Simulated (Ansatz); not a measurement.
# SiC (P6_3mc): modes against uniaxial strain along c, part 2 of 3

Wanted: the shifts of the zone-centre modes of SiC (P6_3mc) with strain.

Ansatz 0.2.0; DFT LDA, scalar-relativistic, plane waves, PAW; PAW set soft_1.

So far: The starting structure; Bringing the structure to rest.

**2. Bringing the structure to rest (continued)**

ELF in the ac plane at fractional y = 0.000, with atoms of C and Si within 0.2 Å of it. It is the smooth field of the valence electrons, not physical close to the nuclei.

Ten even steps from '0' (0.06) to '9' (0.92), each cell a mean:
```
2368987434789863
6677775323577776
3333332222233333
0000123444321000
1112345555543211
1246777666777642
2236888777888632
3223576656675322
6554332111233455
9998531000135899
7788753101357887
0147876323678741
2368987434789863
6677775323577776
3333332222233333
0000123444321000
1112345555543211
1246777666777642
2236888777888632
3223566656665322
6554332212233455
9997531000135799
7788753101357887
0047876323678740
```
Columns run along a (3.1 Å), rows up along c (10.0 Å). Atoms in or near the plane, at fractional coordinates: C at (0.00, 0.50), C at (0.00, 0.00), Si at (0.00, 0.69), Si at (0.00, 0.19).

In this step the volume went from 10.31 to 10.14 Å³/atom.

**3. Tight relaxation**

Phonons need small forces and stress, so the relaxation is finished with tight tolerances on 9×9×4 k points.

File input.yaml:

```yaml
crystal:
  lattice:
    - [3.0586963475, 0.0, 0.0]
    - [-1.5293481737, 2.6489087394, 0.0]
    - [0.0, 0.0, 10.0124291244]
  atoms:
    - { symbol: C, position: [0.6666666667, 0.3333333333, 0.7498056704] }
    - { symbol: C, position: [0.3333333333, 0.6666666667, 0.2498056704] }
    - { symbol: C, position: [0.0, 0.0, 0.5004458531] }
    - { symbol: C, position: [0.0, 0.0, 0.0004458531] }
    - { symbol: Si, position: [0.6666666667, 0.3333333333, 0.9378447768] }
    - { symbol: Si, position: [0.3333333333, 0.6666666667, 0.4378447768] }
    - { symbol: Si, position: [0.0, 0.0, 0.6879026996] }
    - { symbol: Si, position: [0.0, 0.0, 0.1879026996] }
kpoints:
  mp_grid: { grid: [9, 9, 4] }
hamiltonian:
  xc: lda
  pseudopotentials: { kind: paw, azcp: { folder: soft_1 }, xc_functional: pbe }
scf:
  occupations: { method: fixed }
output:
  forces: true
  stress: true
  eigenvalues: true
relax:
  adjacent_minimum: "off"
  f_tol: 0.001
  max_steps: 60
  cell: { stress_tol: 0.01 }
```

Started as:

```bash
$ ansatz run input.yaml --threads 8 --pin off --max-ram 16384MiB --backend cpu --events-out ev --progress --plain --runs-dir out
```

Numbers of over 12 decimals in the logs are rounded to 6 here.

Output:

```text
[...]
Crystal: 8 atoms, lattice volume = 81.123 Å³
Basis set: ecut = 420 eV, 1569 PW (Γ)
Bands: 24, of which v1, the nominal top of the filled ones, is band 16 counted from 1 (15 counted from 0)
Symmetry: 12 space group operations
[...]
k-points: 36 of 324 (time reversal used)
[...]
- [1.4358119563294727e-19, 0, 10.012189]
  atoms:
    - { symbol: C, position: [0.666667, 0.333333, 0.749807] }
    - { symbol: C, position: [0.333333, 0.666667, 0.249807] }
    - { symbol: C, position: [0, 0, 0.500448] }
    - { symbol: C, position: [0, 0, 0.000448013] }
    - { symbol: Si, position: [0.666667, 0.333333, 0.937842] }
    - { symbol: Si, position: [0.333333, 0.666667, 0.437842] }
    - { symbol: Si, position: [0, 0, 0.687901] }
    - { symbol: Si, position: [0, 0, 0.187901] }
[key lines of the parts left out:]
SCF converged after 6 iterations
Free energy (F): -3408.830109 eV
Fermi energy:    9.568696 eV
P = ⅓ Tr σ = 0.0002 GPa (0.002 kbar)
```

Elapsed: 4.5 s, on 8 threads of Arm Neoverse V1, shared host; peak memory 0.41 GiB.

Little changed from the start: no atom moved by 0.005 Å and no cell edge by 0.1 %.

Numbers from this step:

| Item | Value |
| --- | --- |
| pressure | 2.11e-4 GPa |

The largest force component left is 0.18 meV/Å and the pressure is 0.000 GPa, within the tolerances set. The cell now holds 10.14 Å³/atom.

**4. Modes at rest**

The modes at rest are the reference of the series, and the response to a field gives the dielectric tensor and the Born charges.

File input.yaml:

```yaml
crystal:
  lattice:
    - [3.0585027887, 0.0, 0.0]
    - [-1.5292513943, 2.6487411126, 0.0]
    - [0.0, 0.0, 10.0121891236]
  atoms:
    - { symbol: C, position: [0.6666666667, 0.3333333333, 0.7498074219] }
    - { symbol: C, position: [0.3333333333, 0.6666666667, 0.2498074219] }
    - { symbol: C, position: [0.0, 0.0, 0.5004480132] }
    - { symbol: C, position: [0.0, 0.0, 0.0004480132] }
    - { symbol: Si, position: [0.6666666667, 0.3333333333, 0.9378423052] }
    - { symbol: Si, position: [0.3333333333, 0.6666666667, 0.4378423052] }
    - { symbol: Si, position: [0.0, 0.0, 0.6879012596] }
    - { symbol: Si, position: [0.0, 0.0, 0.1879012596] }
kpoints:
  mp_grid: { grid: [9, 9, 4] }
hamiltonian:
  xc: lda
  pseudopotentials: { kind: paw, azcp: { folder: soft_1 }, xc_functional: pbe }
scf:
  occupations: { method: fixed }
output:
  eigenvalues: true
phonons:
  method: dfpt
  dielectric: true
  rigid_motions: translations
```

Output:

```text
[...]
Crystal: 8 atoms, lattice volume = 81.111 Å³
Basis set: ecut = 420 eV, 1569 PW (Γ), exchange–correlation on 48×48×144 points (8 copies of the dense FFT grid, shifted against one another)
Bands: 24, of which v1, the nominal top of the filled ones, is band 16 counted from 1 (15 counted from 0)
Symmetry: 12 space group operations
k-points: 95 of 324 (irreducible under 2 space group operations, time reversal used)
[...]
SCF iter   1: F=—  HF=-3415.217628 eV  |F-HF|=—  |Δ(HF+E_count)|=         —  Δρ=1.42e-1  dr2=1.96e1  ethr=3.10e-3  ⟨swp⟩=5.0  Hψ=10623  notcnv=0  defer=503
[...]
SCF iter  10: F=-3408.830110 eV  HF=-3408.830110 eV  |F-HF|=1.14e-11  |Δ(HF+E_count)|=  2.58e-10  Δρ=3.76e-7  dr2=4.72e-11  ethr=1.00e-12  ⟨swp⟩=16.9  Hψ=18754  notcnv=0
SCF 1 converged in 10 iterations: F = -3408.830110 eV  dr2 = 4.72e-11
[...]
NSCF: frozen V_eff on 4 k-points
DFPT response loops at Γ: preconditioner auto → Resta (q_TF=auto, 2.337 Å⁻¹)  ε∞=5.1 (no band partly filled); β = 1.00, the filter's whole step (`scf.mixing.beta` (0.50) is not read by the response loops at its default; to damp them type it under 1.00, their step now; it binds the ground state too); Broyden in place of MSR1
── the response to a field inside a basis, on 10×10×4 k-points: an SCF that follows is theirs, and a resumed run solves both again ──
Bands: 17, of which v1, the nominal top of the filled ones, is band 16 counted from 1 (15 counted from 0)
k-points: 60 of 400 (irreducible under 4 space group operations, time reversal used)
[...]
Eigensolver: Dense (60 Hₖ)
SCF iter   1: F=—  HF=-3408.820092 eV  |F-HF|=—  |Δ(HF+E_count)|=         —  Δρ=1.35e-4  dr2=3.55e-6  ethr=1.00e-1
[...]
SCF iter   3: F=-3408.820093 eV  HF=-3408.820093 eV  |F-HF|=5.78e-8  |Δ(HF+E_count)|=   2.67e-7  Δρ=6.95e-6  dr2=6.64e-8  ethr=2.44e-9
SCF 1 converged in 3 iterations: F = -3408.820093 eV  dr2 = 6.64e-8
[...]
SCF converged after 10 iterations
Free energy (F): -3408.830110 eV
[...]
Internal energy: -3408.830110 eV  (E = F + TS)
E sigma→0 (E₀):  -3408.830110 eV
Fermi energy:    9.568696 eV
[...]
--- Band table (eV; the first three rows and the last of 95) ---
  k-point 0: bands = [... 12 lower, 8.9799, 9.5162, 9.5687, 9.5687, 14.7797, 15.3497, 15.9893, 16.0986, ... 4 higher]
  k-point 1: bands = [... 12 lower, 9.1517, 9.1517, 9.5127, 9.5127, 14.8327, 15.2031, 16.1759, 16.3544, ... 4 higher]
  k-point 2: bands = [... 12 lower, 9.3605, 9.3605, 9.3605, 9.3605, 14.9843, 14.9843, 16.4673, 16.4673, ... 4 higher]
  k-point 94: bands = [... 12 lower, 6.3084, 6.3084, 8.1604, 8.1604, 13.8205, 13.8205, 15.0823, 15.0823, ... 4 higher]
--- Phonons (Γ-DFPT): 8 representative perturbations + reference, on 95 of 324 k-points (Σ response iterations 25) ---
  k mesh reduced under 2 symmetry operations, with k and −k counted as one. Each operation leaves every solved perturbation unchanged. A smaller set is not considered because the run solves the response to a homogeneous field
  ASR residual: 1.446e-4 → 0.000e0 eV/Å²; symmetrization residual: 2.606e-6 eV/Å²
  ASR residual per site (eV/Å²): 1.45e-4 1.45e-4 5.23e-5 5.23e-5 2.51e-5 2.51e-5 1.33e-4 1.33e-4
  Γ frequencies (cm⁻¹): 0.00 0.00 0.00 191.54 191.54 199.45 199.45 258.56 258.56 400.09 408.19 607.61 772.76 772.76 780.86 780.86 784.35 788.84 788.84 799.89 799.89 840.24 914.40 923.54
  ε∞ (high-frequency dielectric tensor):
        6.954941    -0.000000    -0.000000
       -0.000000     6.954941    -0.000000
       -0.000000    -0.000000     7.255603
  ε⁰ (static dielectric tensor: ions relaxed, cell fixed):
       10.267621     0.000000     0.000000
       -0.000000    10.267621    -0.000000
        0.000000    -0.000000    10.953328
  ε⁰ − ε∞ (ionic part):
        3.312681     0.000000     0.000000
        0.000000     3.312681    -0.000000
        0.000000    -0.000000     3.697725
  softest optical mode at Γ: 191.54 cm⁻¹; the repairs (sum rule, projections) moved no ω² at Γ by more than (2.17 cm⁻¹)²
  Born effective charges Z* (e; rows j = field, columns β = displacement):
    site 0:
        -2.73166    0.00000    0.00000
         0.00000   -2.73166    0.00000
         0.00000   -0.00000   -2.77077
    site 1:
        -2.73166    0.00000   -0.00000
         0.00000   -2.73166   -0.00000
        -0.00000    0.00000   -2.77077
    site 2:
        -2.68921    0.00000    0.00000
         0.00000   -2.68921   -0.00000
        -0.00000    0.00000   -2.84147
    site 3:
        -2.68921   -0.00000   -0.00000
         0.00000   -2.68921    0.00000
         0.00000    0.00000   -2.84147
    site 4:
         2.70585   -0.00000    0.00000
        -0.00000    2.70585   -0.00000
         0.00000    0.00000    2.66556
    site 5:
         2.70585   -0.00000   -0.00000
        -0.00000    2.70585   -0.00000
         0.00000   -0.00000    2.66556
    site 6:
         2.71502   -0.00000    0.00000
        -0.00000    2.71502   -0.00000
         0.00000   -0.00000    2.94669
    site 7:
         2.71502   -0.00000   -0.00000
        -0.00000    2.71502    0.00000
        -0.00000   -0.00000    2.94669
  Z* charge neutrality: 9.823e-3 e pre-enforcement
  solved inside a basis spanned on kpoints, on 10×10×4 k-points, its susceptibility summed on 14×14×4: ε∞ is read to err by 2.6e-2, Z* by 1.6e-2 e (field_mesh: kpoints solves on kpoints); Z* is corrected for what the basis lacks
  optical modes at Γ without the LO–TO term, one row a degenerate level:
      ω (cm⁻¹)  modes    IR ((D/Å)²/amu)
        191.54      2             0.0000
        199.45      2             0.0000
        258.56      2             0.0033
        400.09      1             0.0000
        408.19      1             0.0000
        607.61      1             0.1631
        772.76      2             0.0813
[...]
optical modes at Γ + LO–TO along q̂ = [1.0000, 0.0000, 0.0000]:
      ω (cm⁻¹)  modes    IR ((D/Å)²/amu)
[...]
optical modes at Γ + LO–TO along q̂ = [0.0000, 1.0000, 0.0000]:
      ω (cm⁻¹)  modes    IR ((D/Å)²/amu)
[...]
optical modes at Γ + LO–TO along q̂ = [0.0000, 0.0000, 1.0000]:
      ω (cm⁻¹)  modes    IR ((D/Å)²/amu)
[...]
258.56      2             0.0033
        400.09      1             0.0000
        408.19      1             0.0000
        607.82      1             0.0316
        772.76      2             0.0813
        780.86      2             0.0000
        788.84      2             0.0000
        799.89      2           161.0902
        839.93      1             0.0576
        914.40      1             0.0000
        923.54      1             0.0000
        963.73      1            86.3592
```

The job ended after 43 s (8 threads; peak memory 1 GiB).

Reading the cycles: dr2 is the Hartree energy of the density residual (eV), the measure of convergence; HF is the Harris–Foulkes estimate of the energy, which meets the free energy F at convergence.

This step gave:

| Quantity | Value |
| --- | --- |
| sum-rule residual before enforcement | 1.45e-4 eV/Å² |
| miss of the charge sum rule | 0.009823 e |
| estimated error of the dielectric tensor | 0.02629 |
| estimated error of the Born charges | 0.01634 e |
| point group | 6mm |
| highest optical mode at the zone centre (no LO-TO term) | 923.5 cm⁻¹ |
| lowest optical zone-centre mode | 191.5 cm⁻¹ |
| mean high-frequency dielectric constant | 7.055 |
| largest Born charge (third of the trace) | 2.792 e |
| mean static dielectric constant | 10.50 |
| top of the zone-centre spectrum with the field | 971.9 cm⁻¹ |

Without the LO-TO term. Patterns of degenerate modes are one choice out of their space. Modes at Γ, with each element's share of the kinetic energy:

| mode | frequency (cm⁻¹) | symmetry | C % | Si % |
| --- | --- | --- | --- | --- |
| 1 | 0.0 | acoustic | 30 | 70 |
| 2 | 0.0 | acoustic | 30 | 70 |
| 3 | 0.0 | acoustic | 30 | 70 |
| 4 | 191.5 | E2 | 28 | 72 |
| 5 | 191.5 | E2 | 28 | 72 |
| 6 | 199.4 | E2 | 27 | 73 |
| 7 | 199.4 | E2 | 27 | 73 |
| 8 | 258.6 | E1 | 26 | 74 |
| 9 | 258.6 | E1 | 26 | 74 |
| 10 | 400.1 | B1 | 24 | 76 |
| 11 | 408.2 | B1 | 24 | 76 |
| 12 | 607.6 | A1 | 0 | 100 |
| 13 | 772.8 | E1 | 74 | 26 |
| 14 | 772.8 | E1 | 74 | 26 |
| 15 | 780.9 | E2 | 72 | 28 |
| 16 | 780.9 | E2 | 72 | 28 |
| 17 | 784.4 | A1 | 70 | 30 |
| 18 | 788.8 | E2 | 73 | 27 |
| 19 | 788.8 | E2 | 73 | 27 |
| 20 | 799.9 | E1 | 70 | 30 |
| 21 | 799.9 | E1 | 70 | 30 |
| 22 | 840.2 | A1 | 100 | 0 |
| 23 | 914.4 | B1 | 76 | 24 |
| 24 | 923.5 | B1 | 76 | 24 |

Displacements in mode 5 (191.5 cm⁻¹), the largest set to 1:
```
C1  -0.30  0.04  0.00
C2   0.30 -0.04  0.00
C3  -0.99  0.15  0.00
C4   0.99 -0.15  0.00
Si5  1.00 -0.15  0.00
Si6 -1.00  0.15  0.00
Si7 -0.44  0.06  0.00
Si8  0.44 -0.06  0.00
```

Displacements in mode 14 (772.8 cm⁻¹), the largest set to 1:
```
C1   1.00 -0.09  0.00
C2   1.00 -0.09  0.00
C3  -0.97  0.09  0.00
C4  -0.97  0.09  0.00
Si5  0.37 -0.03  0.00
Si6  0.37 -0.03  0.00
Si7 -0.39  0.03  0.00
Si8 -0.39  0.03  0.00
```

Optical modes at the zone centre, without and with the macroscopic field of the longitudinal modes; each column is sorted by frequency, so a row need not hold one and the same mode. Modes with and without the field, by row:

| rank among optical modes | no field (cm⁻¹) | q along (1, 0, 0) (cm⁻¹) | q along (0, 0, 1) (cm⁻¹) |
| --- | --- | --- | --- |
| 1 | 191.5 | 191.5 | 191.5 |
| 2 | 191.5 | 191.5 | 191.5 |
| 3 | 199.4 | 199.4 | 199.4 |
| 4 | 199.4 | 199.4 | 199.4 |
| 5 | 258.6 | 258.6 | 258.6 |
| 6 | 258.6 | 258.6 | 258.6 |
| 7 | 400.1 | 400.1 | 400.1 |
| 8 | 408.2 | 408.2 | 408.2 |
| 9 | 607.6 | 607.6 | 607.8 |
| 10 | 772.8 | 772.8 | 772.8 |
| 11 | 772.8 | 772.8 | 772.8 |
| 12 | 780.9 | 780.9 | 780.9 |
| 13 | 780.9 | 780.9 | 780.9 |
| 14 | 784.4 | 784.4 | 788.8 |
| 15 | 788.8 | 788.8 | 788.8 |
| 16 | 788.8 | 788.8 | 799.9 |
| 17 | 799.9 | 799.9 | 799.9 |
| 18 | 799.9 | 840.2 | 839.9 |
| 19 | 840.2 | 914.4 | 914.4 |
| 20 | 914.4 | 923.5 | 923.5 |
| 21 | 923.5 | 971.9 | 963.7 |

Born charge (rows field, columns displacement) (e), principal values of the symmetric part by kind of site:

| atom | atoms with these values | low | middle | high | mean |
| --- | --- | --- | --- | --- | --- |
| C1 | 2 | -2.77 | -2.73 | -2.73 | -2.74 |
| C3 | 2 | -2.84 | -2.69 | -2.69 | -2.74 |
| Si5 | 2 | 2.67 | 2.71 | 2.71 | 2.69 |
| Si7 | 2 | 2.71 | 2.71 | 2.95 | 2.79 |

In full for Si7:

```
2.71 0.00 0.00
0.00 2.71 0.00
0.00 0.00 2.95
```

High-frequency dielectric tensor:

```
6.95 0.00 0.00
0.00 6.95 0.00
0.00 0.00 7.26
```

Static dielectric tensor (ions relaxed, fixed cell):

```
10.27  0.00  0.00
 0.00 10.27  0.00
 0.00  0.00 10.95
```

Transverse modes. Lines of the infrared spectrum (strongest = 100):

| position (cm⁻¹) | label | relative intensity |
| --- | --- | --- |
| 192 | E2 | 0.0 |
| 199 | E2 | 0.0 |
| 259 | E1 | 0.0 |
| 400 | B1 | 0.0 |
| 408 | B1 | 0.0 |
| 608 | A1 | 0.1 |
| 773 | E1 | 0.1 |
| 781 | E2 | 0.0 |
| 784 | A1 | 53 |
| 789 | E2 | 0.0 |
| 800 | E1 | 100 |
| 840 | A1 | 0.2 |
| 914 | B1 | 0.0 |
| 924 | B1 | 0.0 |

Before it was imposed, the acoustic sum rule was missed by 1.4e-4 eV/Å² and the charge sum rule by 0.0098 e. Small misses are needed for a sound result but don't prove that mesh and cutoff are converged. The lowest optical mode is real, 192 cm⁻¹.

**5. Relaxation of a member: uniaxial strain of +4 % along c**

The cell takes a uniaxial strain of +4 % along c. The strained length and the angles are held, while the rest of the cell and the atoms relax.

File input.yaml:

```yaml
crystal:
  lattice:
    - [3.0509767592, 0.0, 0.0]
    - [-1.5254883796, 2.6422233798, 0.0]
    - [0.0, 0.0, 10.4126766884]
  atoms:
    - { symbol: C, position: [0.6666666663, 0.3333333337, 0.7505221255] }
    - { symbol: C, position: [0.3333333337, 0.6666666663, 0.2505221255] }
    - { symbol: C, position: [-2.3e-09, 2.3e-09, 0.501076732] }
    - { symbol: C, position: [2.3e-09, -2.3e-09, 0.001076732] }
    - { symbol: Si, position: [0.666666669, 0.333333331, 0.9372403055] }
    - { symbol: Si, position: [0.333333331, 0.666666669, 0.4372403055] }
    - { symbol: Si, position: [-1.2e-09, 1.2e-09, 0.6871598369] }
    - { symbol: Si, position: [1.2e-09, -1.2e-09, 0.1871598369] }
kpoints:
  mp_grid: { grid: [9, 9, 4] }
hamiltonian:
  xc: lda
  pseudopotentials: { kind: paw, azcp: { folder: soft_1 }, xc_functional: pbe }
scf:
  occupations: { method: fixed }
output:
  forces: true
  stress: true
  eigenvalues: true
relax:
  adjacent_minimum: "off"
  f_tol: 0.001
  max_steps: 60
  cell: { stress_tol: 0.01, fix: [c, angles] }
```

Output:

```text
[...]
- { symbol: C, position: [-1.656206072368346e-9, 1.6562060931663057e-9, 0.501199] }
    - { symbol: C, position: [1.6562060931663057e-9, -1.6562060723683464e-9, 0.00119887] }
    - { symbol: Si, position: [0.666667, 0.333333, 0.937127] }
    - { symbol: Si, position: [0.333333, 0.666667, 0.437127] }
    - { symbol: Si, position: [-8.812942851287671e-10, 8.812943125960245e-10, 0.687011] }
    - { symbol: Si, position: [8.812943125960246e-10, -8.812942851287664e-10, 0.187011] }
[key lines of the parts left out:]
SCF converged after 5 iterations
Free energy (F): -3408.617968 eV
Fermi energy:    9.272844 eV
P = ⅓ Tr σ = -6.8207 GPa (-68.207 kbar)
```

The job ended after 11 s (8 threads; peak memory 0.48 GiB; 85 s of CPU time).

Little changed from the start: no atom moved by 0.005 Å and no cell edge by 0.1 %.

Numbers from this step:

```
pressure          : -6.821 GPa
gap on the k-mesh : 2.027 eV
volume per atom   : 10.48 Å³
```

The largest force component left is 0.11 meV/Å.

(Part 2 of 3 ends here.)

[Logs are printed without paths, hosts, clocks, repeated set-up lines and the standing remarks that a program may print on its own settings, such as how far it seeks lower states.]

[Hosts, paths, dates, database ids (printed as entryN), source tags and the programs' standing remarks are cut or masked in the printed files.]
